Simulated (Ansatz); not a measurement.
# Sn wire along [111], 14 atoms a period, H-terminated: bands by functional, part 2 of 2

What gap, if any, does the Sn wire along [111], 14 atoms a period, H-terminated have, and how does it change with the functional?

Ansatz 0.2.0; DFT PBE, plane waves, PAW; relaxation of a wire's period; PAW set soft_1 (the session's first sound run).

So far. Step 2 (Relaxing the period): The cell's length comes to 11.512 Å with spin left out.

### Step 3. The perfect wire

This step: DFT PBE, plane waves, PAW; bands of a perfect wire; PAW set soft_1 (Ansatz 0.2.0).

At the relaxed period the bands are computed along the axis; those that cross an energy going forward count the channels that a perfect wire would open there.

The input, input.yaml:

```yaml
crystal:
  lattice:
    - [14.36, 0.0, 0.0]
    - [0.0, 15.53, 0.0]
    - [0.0, 0.0, 11.511684274]
  atoms:
    - { symbol: Sn, position: [0.340150438, 0.414641831, 0.002639394] }
    - { symbol: Sn, position: [0.5, 0.670685624, 0.002614959] }
    - { symbol: Sn, position: [0.340064085, 0.414582018, 0.248724708] }
    - { symbol: Sn, position: [0.5, 0.670823169, 0.248699479] }
    - { symbol: Sn, position: [0.659935915, 0.414582018, 0.248724708] }
    - { symbol: H, position: [0.241178898, 0.638136186, 0.284237274] }
    - { symbol: H, position: [0.5, 0.223591003, 0.284236064] }
    - { symbol: H, position: [0.758821102, 0.638136186, 0.284237274] }
    - { symbol: H, position: [0.241178898, 0.361833802, 0.299096059] }
    - { symbol: H, position: [0.5, 0.776378984, 0.299097269] }
    - { symbol: H, position: [0.758821102, 0.361833802, 0.299096059] }
    - { symbol: Sn, position: [0.340064085, 0.58538797, 0.334608625] }
    - { symbol: Sn, position: [0.5, 0.329146819, 0.334633854] }
    - { symbol: Sn, position: [0.659935915, 0.58538797, 0.334608625] }
    - { symbol: Sn, position: [0.340150438, 0.585328157, 0.580693939] }
    - { symbol: Sn, position: [0.5, 0.329284364, 0.580718375] }
    - { symbol: Sn, position: [0.659849562, 0.585328157, 0.580693939] }
    - { symbol: H, position: [0.24054546, 0.535193418, 0.63204551] }
    - { symbol: H, position: [0.337323716, 0.69015457, 0.632067723] }
    - { symbol: H, position: [0.403231897, 0.274610666, 0.632088584] }
    - { symbol: H, position: [0.596768103, 0.274610666, 0.632088584] }
    - { symbol: H, position: [0.662676284, 0.69015457, 0.632067723] }
    - { symbol: H, position: [0.75945454, 0.535193418, 0.63204551] }
    - { symbol: Sn, position: [0.5, 0.49997634, 0.667653085] }
    - { symbol: Sn, position: [0.5, 0.499993647, 0.915680248] }
    - { symbol: H, position: [0.24054546, 0.464776569, 0.951287823] }
    - { symbol: H, position: [0.337323716, 0.309815418, 0.95126561] }
    - { symbol: H, position: [0.403231897, 0.725359322, 0.95124475] }
    - { symbol: H, position: [0.596768103, 0.725359322, 0.95124475] }
    - { symbol: H, position: [0.662676284, 0.309815418, 0.95126561] }
    - { symbol: H, position: [0.75945454, 0.464776569, 0.951287823] }
    - { symbol: Sn, position: [0.659849562, 0.414641831, 0.002639394] }
kpoints:
  mp_grid: { grid: [1, 1, 7] }
  band_path: { path: ["Γ", Z], npoints: 90 }
scf:
  occupations: { method: fermi_dirac, width: 0.05 }
hamiltonian:
  xc: pbe
  pseudopotentials: { kind: paw, azcp: { folder: soft_1 } }
output:
  dos: { e_range: [-5, 4] }
  write_potential: true
  write_density: true
  volumetric_format: npy
```

Started as:

```bash
ansatz run input.yaml --threads 4 --pin off --max-ram 16384MiB --backend cpu --events-out ev --progress --plain --runs-dir out
```

Numbers of over 12 decimals in the logs are rounded to 6 here.

Output:

```text
[...]
Crystal: 32 atoms, lattice volume = 2567.230 Å³
Basis set: ecut = 420 eV, 50203 PW (Γ)
Bands: 139, of which v1, the nominal top of the filled ones, is band 107 counted from 1 (106 counted from 0)
Symmetry: 4 space group operations
[...]
k-points: 4 of 7
[...]
SCF iter   1: F=—  HF=-84623.295071 eV  |F-HF|=—  |Δ(HF+E_count)|=         —  Δρ=2.54e-2  dr2=1.68e1  ethr=3.10e-3  ⟨swp⟩=7.8  Hψ=2571  notcnv=0  defer=20
[...]
SCF iter  10: F=-84618.198857 eV  HF=-84618.198857 eV  |F-HF|=1.92e-8  |Δ(HF+E_count)|=   4.53e-7  Δρ=5.96e-7  dr2=1.06e-8  ethr=4.67e-11  ⟨swp⟩=16.8  Hψ=2920  notcnv=0
SCF 1 converged in 10 iterations: F = -84618.198857 eV  dr2 = 1.06e-8
[...]
NSCF: frozen V_eff on 91 k-points
WARN: pass on a band path, mesh or list of k-points: the 91 k-points are solved 48 at a time at the most, because the 14.40 GiB of host memory that the pass is priced against does not hold them all with the solver's workspace as planned. The pass can take longer, above all where fewer k-points are solved at a time than the run has threads. As a rule a larger memory budget leaves room for more at once. The budget is what a run with no `--max-ram-frac` typed is planned for, 0.8 of the host's memory or its container's limit. More memory there lifts it, and so does a share over 0.88 that is typed (of such a share the budget is ten elevenths): [rest of the remark cut]
WARN: The output density's exchange-correlation potential varies sharply where the density is thin. Do not read a vacuum level from v_tot or v_xc, or from such a field of the output density. On a cell that repeats whose density bears no net charge and no dipole along the vacuum's axis use v_es (v_loc + v_h of the components); under efield.dipole_correction with no amplitude use v_es + v_field, which holds any externa [...]
SCF converged after 10 iterations
Free energy (F): -84618.198857 eV
[...]
Internal energy: -84618.198857 eV  (E = F + TS)
E sigma→0 (E₀):  -84618.198857 eV
Fermi energy:    -1.917291 eV
[...]
--- Band table (eV) ---
  k-point 0: bands = [... 103 lower, -3.7809, -3.7250, -3.7243, -3.0334, -0.7678, -0.0456, -0.0384, -0.0307, ... 28 higher]
  k-point 1: bands = [... 103 lower, -3.7787, -3.6560, -3.6554, -3.1096, -0.7475, -0.2093, -0.2051, 0.0680, ... 28 higher]
  k-point 2: bands = [... 103 lower, -3.7739, -3.5706, -3.5701, -3.3206, -0.6871, -0.3198, -0.3158, -0.0716, ... 28 higher]
  k-point 3: bands = [... 103 lower, -3.7701, -3.6227, -3.5225, -3.5221, -0.6072, -0.3696, -0.3658, -0.2294, ... 28 higher]
```

Elapsed: 3.2 min, on 4 threads of Intel Xeon Platinum 8488C (Sapphire Rapids), shared host; peak memory 11 GiB.

In the SCF lines HF is the Harris–Foulkes energy and dr2 the Hartree energy of the density residual, in eV; the loop may stop once dr2 is under the threshold and the program's other checks hold. Hψ counts applications of the Hamiltonian.

Numbers from this step:

| Item | Value |
| --- | --- |
| band gap | 2.266 eV |

The electronic bands at the labelled points (eV, zero at the Fermi level; v1 is the highest filled band, c1 the lowest empty one):

```tsv
point	v4	v3	v2	v1	c1	c2	c3	c4
Γ	-1.86	-1.81	-1.81	-1.12	1.15	1.87	1.88	1.89
halfway	-1.86	-1.67	-1.67	-1.34	1.21	1.62	1.62	1.89
Z	-1.85	-1.85	-1.60	-1.60	1.33	1.54	1.55	1.66
```

The gap is 2.27 eV, with spin left out.

The path shows a direct gap of 2.27 eV (valence top at Γ, conduction bottom at Γ).

### Step 4. Another level of theory, cutoff 500 eV, k-mesh 1×1×6

This step: DFT r2SCAN, plane waves, PAW; bands of a perfect wire at the PBE geometry; PAW set soft_1 (Ansatz 0.2.0).

The atoms stay at the PBE geometry and the functional changes. r2SCAN also reads the kinetic-energy density; it often gives larger moments and wider gaps than PBE, at a higher cost. Against the first PBE run of this kind, the cutoff is 500 eV against 420 and the mesh along the wire has 6 points against 7.

Changes to input.yaml since step 3:

```diff
@@ -39,3 +39,3 @@
 kpoints:
-  mp_grid: { grid: [1, 1, 7] }
+  mp_grid: { grid: [1, 1, 6] }
   band_path: { path: ["Γ", Z], npoints: 90 }
@@ -44,8 +44,3 @@
 hamiltonian:
-  xc: pbe
+  xc: r2scan
   pseudopotentials: { kind: paw, azcp: { folder: soft_1 } }
-output:
-  dos: { e_range: [-5, 4] }
-  write_potential: true
-  write_density: true
-  volumetric_format: npy
```

Output:

```text
[...]
Crystal: 32 atoms, lattice volume = 2567.230 Å³
Basis set: ecut = 500 eV, 65161 PW (Γ), exchange–correlation on 432×480×360 points (64 copies of the dense FFT grid, shifted against one another)
Bands: 139, of which v1, the nominal top of the filled ones, is band 107 counted from 1 (106 counted from 0)
Symmetry: 4 space group operations
[...]
k-points: 4 of 6
[...]
SCF iter   1: F=—  HF=-84824.091752 eV  |F-HF|=—  |Δ(HF+E_count)|=         —  Δρ=2.42e-2  dr2=1.51e1  dr2_τ=1.22e-1  ethr=3.10e-3  ⟨swp⟩=7.5  Hψ=2650  notcnv=0  defer=29
[...]
SCF iter  10: F=-84820.996746 eV  HF=-84820.996746 eV  |F-HF|=2.61e-8  |Δ(HF+E_count)|=   6.18e-7  Δρ=4.94e-7  dr2=9.73e-9  dr2_τ=1.95e-10  ethr=4.67e-11  ⟨swp⟩=18.2  Hψ=2934  notcnv=0
SCF 1 converged in 10 iterations: F = -84820.996746 eV  dr2 = 9.73e-9
[...]
SCF converged after 10 iterations
Free energy (F): -84820.996746 eV
[...]
Internal energy: -84820.996746 eV  (E = F + TS)
E sigma→0 (E₀):  -84820.996746 eV
Fermi energy:    -1.926999 eV
[...]
--- Band table (eV) ---
  k-point 0: bands = [... 103 lower, -4.0042, -3.9420, -3.9414, -3.2095, -0.6017, 0.0885, 0.0899, 0.1327, ... 28 higher]
  k-point 1: bands = [... 103 lower, -4.0015, -3.8531, -3.8526, -3.3169, -0.5829, -0.0860, -0.0836, 0.2448, ... 28 higher]
  k-point 2: bands = [... 103 lower, -3.9961, -3.7585, -3.7580, -3.6076, -0.5261, -0.1961, -0.1937, 0.0573, ... 28 higher]
  k-point 3: bands = [... 103 lower, -3.9934, -3.9766, -3.7237, -3.7233, -0.4790, -0.2287, -0.2263, -0.0536, ... 28 higher]
```

The job ended after 5.6 min (4 threads; peak memory 11 GiB).

This step gave:

* band gap: 2.608 eV

The electronic bands at the labelled points (eV, zero at the Fermi level; v1 is the highest filled band, c1 the lowest empty one):

```tsv
point	v4	v3	v2	v1	c1	c2	c3	c4
Γ	-2.08	-2.02	-2.01	-1.28	1.33	2.02	2.02	2.06
halfway	-2.07	-1.87	-1.87	-1.52	1.37	1.78	1.78	2.08
Z	-2.07	-2.05	-1.80	-1.80	1.45	1.70	1.70	1.87
```

The gap is 2.61 eV, against 2.27 eV under PBE at the relaxed period.

### Step 5. Levels at the same atoms, level HSE06, cutoff 420 eV

This step: DFT HSE06, plane waves, PAW; levels of a perfect wire at the PBE geometry; PAW set soft_1 (Ansatz 0.2.0).

The atoms stay at the PBE geometry and the functional changes. HSE06 mixes in a quarter of short-range exact exchange, which removes part of the self-interaction that closes gaps; it is dear, so the mesh is thinner and no path is run. Against the first PBE run of this kind, the mesh along the wire has 3 points against 7.

Changes to input.yaml since step 4:

```diff
@@ -39,4 +39,3 @@
 kpoints:
-  mp_grid: { grid: [1, 1, 6] }
-  band_path: { path: ["Γ", Z], npoints: 90 }
+  mp_grid: { grid: [1, 1, 3] }
 scf:
@@ -44,3 +43,3 @@
 hamiltonian:
-  xc: r2scan
+  xc: hse06
   pseudopotentials: { kind: paw, azcp: { folder: soft_1 } }
```

Output:

```text
[...]
Crystal: 32 atoms, lattice volume = 2567.230 Å³
Basis set: ecut = 420 eV, 50203 PW (Γ)
Bands: 139, of which v1, the nominal top of the filled ones, is band 107 counted from 1 (106 counted from 0)
Symmetry: 4 space group operations
[...]
k-points: 2 of 3
[...]
SCF iter   6: F=-84618.213659 eV  HF=-84618.213801 eV  |F-HF|=1.42e-4  |Δ(HF+E_count)|=   1.15e-3  Δρ=1.02e-4  dr2=2.79e-4  ethr=1.06e-6  ⟨swp⟩=4.0  Hψ=670  notcnv=0
[...]
Free energy (F): -84676.969963 eV
Frozen-core exchange: fock
[...]
Internal energy: -84676.969963 eV  (E = F + TS)
E sigma→0 (E₀):  -84676.969963 eV
Fermi energy:    -1.925076 eV
[...]
--- Band table (eV) ---
  k-point 0: bands = [... 103 lower, -4.2400, -4.1785, -4.1780, -3.4077, -0.4183]
  k-point 1: bands = [... 103 lower, -4.2323, -3.9820, -3.9815, -3.8218, -0.3598]
  guard bands above this table: 31 of the run's 139 bands. The solve was not asked for them (output.publish_guard_bands: true or output.eigenvalues: true publishes all)
```

It took 12 min on 4 threads; peak memory 9.8 GiB.

Numbers from this step:

```
band gap : 2.989 eV
```

The gap is 2.99 eV, against 2.27 eV under PBE at the relaxed period.

### Step 6. Summary of results

```
cell length, PBE : 11.51 Å
gap, PBE         : 2.27 eV
gap, r2SCAN      : 2.61 eV
gap, HSE06       : 2.99 eV
```

What this shows: Under PBE the cell's length is 11.51 Å, and a gap of 2.27 eV makes it a semiconductor. At the relaxed period the wire is gapped under every functional, from 2.27 eV (PBE) to 2.99 eV (HSE06). Weak screening in one dimension makes quasiparticle gaps larger than the semilocal gaps, as a rule. A hybrid's gap is read on a coarse mesh, without a band path.

[Logs are printed without paths, hosts, clocks, repeated set-up lines and the standing remarks that a program may print on its own settings, such as how far it seeks lower states.]

[Hosts, paths, dates, database ids (printed as entryN), source tags and the programs' standing remarks are cut or masked in the printed files.]
